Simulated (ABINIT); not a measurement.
# RbCaH3 (Pm-3m): G0W0 in ABINIT against the bands in the screening, part 2 of 2

Wanted: the cheapest bands in the screening that holds the gap of RbCaH3 (Pm-3m).

ABINIT 10.8.3; LDA and many-body steps on it, plane waves. Known limits of the many-body steps: not at the basis limit; no spin-orbit coupling; coarse k mesh.

So far. Step 2 (Screening, 2×2×2 mesh, 19 bands, screening to 106.1 eV): Local fields lower ε∞ by 9 %. On a Γ-centred mesh this coarse the value itself is usually too large, while a short band sum pulls it down. Step 3 (19 bands): The gap on the mesh goes from 2.93 eV to 5.91 eV, a correction of +2.98 eV.

## Step 5: 49 bands

This step: G0W0 on LDA, plane waves, norm-conserving pseudopotentials.

Input file run.abi:

```
acell 3*1.0 Angstrom
rprim 
  4.547000000000 0.000000000000 0.000000000000
  0.000000000000 4.547000000000 0.000000000000
  0.000000000000 0.000000000000 4.547000000000
ntypat 3
znucl 37 20 1
natom 5
typat 1 2 3 3 3
xred 
  0.000000000000 0.000000000000 0.000000000000
  0.500000000000 0.500000000000 0.500000000000
  0.000000000000 0.500000000000 0.500000000000
  0.500000000000 0.000000000000 0.500000000000
  0.500000000000 0.500000000000 0.000000000000
pp_dirpath "pseudos"
pseudos "Rb.upf, Ca.upf, H.upf"
ecut 31
ngkpt 2 2 2
nshiftk 1
shiftk 0 0 0
kptopt 1
chksymbreak 0
istwfk *1
occopt 1
irdwfk 1
optdriver 4
nband 49
gwcalctyp 0
ecutsigx 31
symsigma 1
nkptgw 2
kptgw 
  0.5000000000 0.5000000000 0.0000000000
  0.0000000000 0.0000000000 0.0000000000
bdgw 
  10 14
  10 14
ecuteps 3.9
irdscr 1
ppmodel 1
indata_prefix "in"
outdata_prefix "out"
tmpdata_prefix "tmp"
```

Command:

```
OMP_NUM_THREADS=1 mpirun -n 4 abinit run.abi > log
```

Log:

```text
.Version 10.8.3 of ABINIT. v10.8.2 released Aug 2026.

 Symmetries : space group Pm -3 m (#221); Bravais cP (primitive cubic)
[... echo of the input left out ...]
== DATASET  1 ==================================================================
-   mpi_nproc: 4, omp_nthreads: 1 (-1 if OMP is not activated)

--- !DatasetInfo
iteration_state: {dtset: 1, }
dimensions: {natom: 5, nkpt: 4, mband: 49, nsppol: 1, nspinor: 1, nspden: 1, mpw: 5248, }
cutoff_energies: {ecut:  31.0, pawecutdg:  -1.0, }
electrons: {nelect:   2.20000000E+01, charge:   0.00000000E+00, occopt:   1.00000000E+00, tsmear:   1.00000000E-02, }

 SIGMA: Calculation of the GW corrections

 Based on a program developped by R.W. Godby, V. Olevano, G. Onida, and L. Reining.
 Incorporated in ABINIT by V. Olevano, G.-M. Rignanese, and M. Torrent.
.Using double precision arithmetic ; gwpc =  8

[... cell and pseudopotentials left out ...]
--------------------------------------------------------------------------------

 ==== K-mesh for the wavefunctions ====
 Number of points in the irreducible wedge :     4
[... list of points left out ...]
 Together with 48 symmetry operations and time-reversal symmetry
 yields     8 points in the full Brillouin Zone.

 ==== Q-mesh for screening function ====
 Number of points in the irreducible wedge :     4
[... list of points left out ...]
 Together with 48 symmetry operations and time-reversal symmetry
 yields     8 points in the full Brillouin Zone.

 vcoul_init : cutoff-mode = AUXILIARY_FUNCTION
 q-points for optical limit:   1
     1)      0.000010    0.000020    0.000030
 setmesh: FFT mesh size selected  =    45x   45x   45
          total number of points  =        91125

 Number of electrons calculated from density =   22.0000; Expected =   22.0000
[...]
number of omega for Sigma on real axis              0
 max omega for Sigma on real axis  [eV]           0.00
 zcut for avoiding poles [eV]                     0.10

 EPSILON^-1 parameters (SCR file):
 dimension of the eps^-1 matrix on file            251
 dimension of the eps^-1 matrix used               251
 number of plane-waves for wavefunctions          5185
 number of bands                                    49
 number of q-points in IBZ                           4
 number of frequencies                               2
 number of real frequencies                          1
 number of imag frequencies                          1

 matrix elements of self-energy operator (all in [eV])

 Perturbative Calculation

--- !SelfEnergy_ee
iteration_state: {dtset: 1, }
kpoint     : [   0.500,    0.500,    0.000, ]
spin       : 1
KS_gap     :    2.932
QP_gap     :    5.367
Delta_QP_KS:    2.435
data: !SigmaeeData |
     Band     E0 <VxcDFT>   SigX SigC(E0)      Z dSigC/dE  Sig(E)    E-E0       E
       10  -0.178 -10.559 -14.030   2.324   0.779  -0.284 -11.453  -0.894  -1.071
       11  -0.178 -10.559 -14.030   2.324   0.779  -0.284 -11.453  -0.894  -1.071
       12   2.754  -8.603  -3.729  -3.004   0.824  -0.214  -7.062   1.541   4.296
[...]
--- !SelfEnergy_ee
iteration_state: {dtset: 1, }
kpoint     : [   0.000,    0.000,    0.000, ]
spin       : 1
KS_gap     :    6.262
QP_gap     :    9.626
Delta_QP_KS:    3.365
data: !SigmaeeData |
     Band     E0 <VxcDFT>   SigX SigC(E0)      Z dSigC/dE  Sig(E)    E-E0       E
[...]
13   5.719 -13.158  -5.920  -3.761   0.783  -0.277 -10.435   2.723   8.442
       14   5.719 -13.158  -5.920  -3.761   0.783  -0.277 -10.435   2.723   8.442

== END DATASET(S) ==============================================================
================================================================================

 -outvars: echo values of variables after computation  --------
           etotal      0.0000000000E+00
            nband          49
             nkpt           4
          spgroup         221
 [... the other variables as echoed above ...]

 Calculation completed.
```

Elapsed: 5.5 s, on 4 MPI ranks of Arm Neoverse V1, shared host; peak memory 0.64 GiB.

Numbers from this step:

```
G0W0 gap on the points computed              : 5.367 eV
starting gap on the mesh                     : 2.932 eV
k of the valence top                         : 0.5, 0.5, 0
k of the conduction bottom                   : 0.5, 0.5, 0
Z at the valence top                         : 0.779
Z at the conduction bottom                   : 0.824
least direct G0W0 gap on the computed points : 5.367 eV
```

Against the run before, the gap moves by −0.545 eV.

## Step 6: Screening, 2×2×2 mesh, 100 bands, screening to 106.1 eV

This step: RPA screening on LDA, plane waves, norm-conserving pseudopotentials.

Changes to run.abi since step 5:

```diff
@@ -26,17 +26,8 @@
 irdwfk 1
-optdriver 4
-nband 49
-gwcalctyp 0
-ecutsigx 31
-symsigma 1
-nkptgw 2
-kptgw 
-  0.5000000000 0.5000000000 0.0000000000
-  0.0000000000 0.0000000000 0.0000000000
-bdgw 
-  10 14
-  10 14
+optdriver 3
+nband 100
 ecuteps 3.9
-irdscr 1
-ppmodel 1
+inclvkb 2
+awtr 1
+symchi 1
 indata_prefix "in"
```

Log:

```text
.Version 10.8.3 of ABINIT. v10.8.2 released Aug 2026.

 Symmetries : space group Pm -3 m (#221); Bravais cP (primitive cubic)
[... echo of the input left out ...]
== DATASET  1 ==================================================================
-   mpi_nproc: 4, omp_nthreads: 1 (-1 if OMP is not activated)

--- !DatasetInfo
iteration_state: {dtset: 1, }
dimensions: {natom: 5, nkpt: 4, mband: 100, nsppol: 1, nspinor: 1, nspden: 1, mpw: 5248, }
cutoff_energies: {ecut:  31.0, pawecutdg:  -1.0, }
[...]
--------------------------------------------------------------------------------
[... chi0 elements left out ...]
 For q-point:  0.000010 0.000020 0.000030
  dielectric constant =   3.8081
  dielectric constant without local fields =   4.2907

  Average fulfillment of the sum rule on Im[epsilon] for q-point    1 :     71.27  [%]
[... wings left out ...]
  q-point number  2        q = ( 0.500000, 0.000000, 0.000000) [r.l.u.]
--------------------------------------------------------------------------------
[... chi0 elements left out ...]
  Average fulfillment of the sum rule on Im[epsilon] for q-point    2 :     77.29  [%]

 [... 2 further q-points ...]
```

Run time: 7.7 s. Hardware: 4 MPI ranks; peak memory 0.7 GiB.

Numbers from this step:

- ε∞ with local fields, on this mesh, along the program's q direction: 3.808
- the same without local fields: 4.291
- plasma frequency: 17.96 eV
- plane waves in the screening matrix: 251

## Step 7: 100 bands

This step: G0W0 on LDA, plane waves, norm-conserving pseudopotentials.

Changes to run.abi since step 6:

```diff
@@ -26,8 +26,17 @@
 irdwfk 1
-optdriver 3
-nband 100
+optdriver 4
+nband 49
+gwcalctyp 0
+ecutsigx 31
+symsigma 1
+nkptgw 2
+kptgw 
+  0.5000000000 0.5000000000 0.0000000000
+  0.0000000000 0.0000000000 0.0000000000
+bdgw 
+  10 14
+  10 14
 ecuteps 3.9
-inclvkb 2
-awtr 1
-symchi 1
+irdscr 1
+ppmodel 1
 indata_prefix "in"
```

Log:

```text
.Version 10.8.3 of ABINIT. v10.8.2 released Aug 2026.

 Symmetries : space group Pm -3 m (#221); Bravais cP (primitive cubic)
[... echo of the input left out ...]
== DATASET  1 ==================================================================
-   mpi_nproc: 4, omp_nthreads: 1 (-1 if OMP is not activated)

--- !DatasetInfo
iteration_state: {dtset: 1, }
dimensions: {natom: 5, nkpt: 4, mband: 49, nsppol: 1, nspinor: 1, nspden: 1, mpw: 5248, }
cutoff_energies: {ecut:  31.0, pawecutdg:  -1.0, }
[...]
Band     E0 <VxcDFT>   SigX SigC(E0)      Z dSigC/dE  Sig(E)    E-E0       E
[...]
13   5.719 -13.158  -5.920  -3.853   0.784  -0.276 -10.505   2.653   8.372
       14   5.719 -13.158  -5.920  -3.853   0.784  -0.276 -10.505   2.653   8.372

== END DATASET(S) ==============================================================
================================================================================

 -outvars: echo values of variables after computation  --------
           etotal      0.0000000000E+00
            nband          49
             nkpt           4
          spgroup         221
 [... the other variables as echoed above ...]

 Calculation completed.
```

It took 5.4 s on 4 MPI ranks; peak memory 0.64 GiB.

Numbers from this step:

| Property | Result |
| --- | --- |
| G0W0 gap on the points computed | 5.362 eV |
| starting gap on the mesh | 2.932 eV |
| k of the valence top | 0.5, 0.5, 0 |
| k of the conduction bottom | 0.5, 0.5, 0 |
| least direct G0W0 gap on the computed points | 5.362 eV |

Against the run before, the gap moves by −0.005 eV.

## Step 8: Side by side

Times are wall times on 4 MPI ranks of Arm Neoverse V1, shared host, good to a factor of about two. A run's time includes the screening step that it read.

| run | mesh | bands | screening cutoff (eV) | DFT gap (eV) | gap on the mesh (eV) | direct (eV) | ε∞ used | time |
| --- | --- | --- | --- | --- | --- | --- | --- | --- |
| 19 bands | 2×2×2 | 49 | 106.1 | 2.932 | 5.912 | 5.912 | 3.53 | 8.9 s |
| 49 bands | 2×2×2 | 49 | 106.1 | 2.932 | 5.367 | 5.367 | 3.79 | 11 s |
| 100 bands | 2×2×2 | 49 | 106.1 | 2.932 | 5.362 | 5.362 | 3.81 | 13 s |

## Step 9: Results

```yaml
19_bands: 5.912 eV
49_bands: 5.367 eV
100_bands: 5.362 eV
known_limits: not at the basis limit; no spin-orbit coupling; coarse k mesh
```

What this shows: The setting moved: bands in the screening. From 19 bands to 100 bands the gap moves by −0.55 eV. It holds to 0.03 eV from 49 bands on. Bands and screening cutoff are coupled, so a series along one setting does not show full convergence. Bands and cutoff are finite, so the gap is not at the basis limit. The miss can reach some tenths of an eV and take either sign; the mesh is an error of its own. In the first G0W0 run levels were corrected at 2 k points alone, so a gap called «on the mesh» is the least over those, and an edge elsewhere would be missed. The 2×2×2 mesh is coarse for this cell, which bears on the long-range parts of exchange and screening. This is the ideal cubic cell; many perovskites, halides above all, are cubic only on average, and local tilts or off-centring can widen the gap. The many-body steps are scalar-relativistic: spin-orbit coupling is not in them.

[Paths, hosts, dates, memory and timing lines, banners, echoed tables and standing remarks are left out of the program output.]

[Logs are printed without paths, hosts, clocks, repeated set-up lines and the standing remarks that a program may print on its own settings, such as how far it seeks lower states.]

[Runs of the session that timed out or met a known fault of the program may be left out.]

[No measured gap is set beside runs whose start may be inverted or whose files or cutoffs have a known fault.]

[Hosts, paths, dates, database ids (printed as entryN), source tags and the programs' standing remarks are cut or masked in the printed files.]

[G0W0 gaps are taken among the corrected bands and points alone; a level outside them can change the order at an edge.]

[Where Ansatz stands beside ABINIT at settings called matched, ABINIT's density can come from a denser mesh and the files from another edition; pairs whose starting gaps differed by over 0.03 eV were left out, so agreement reads better than it is.]
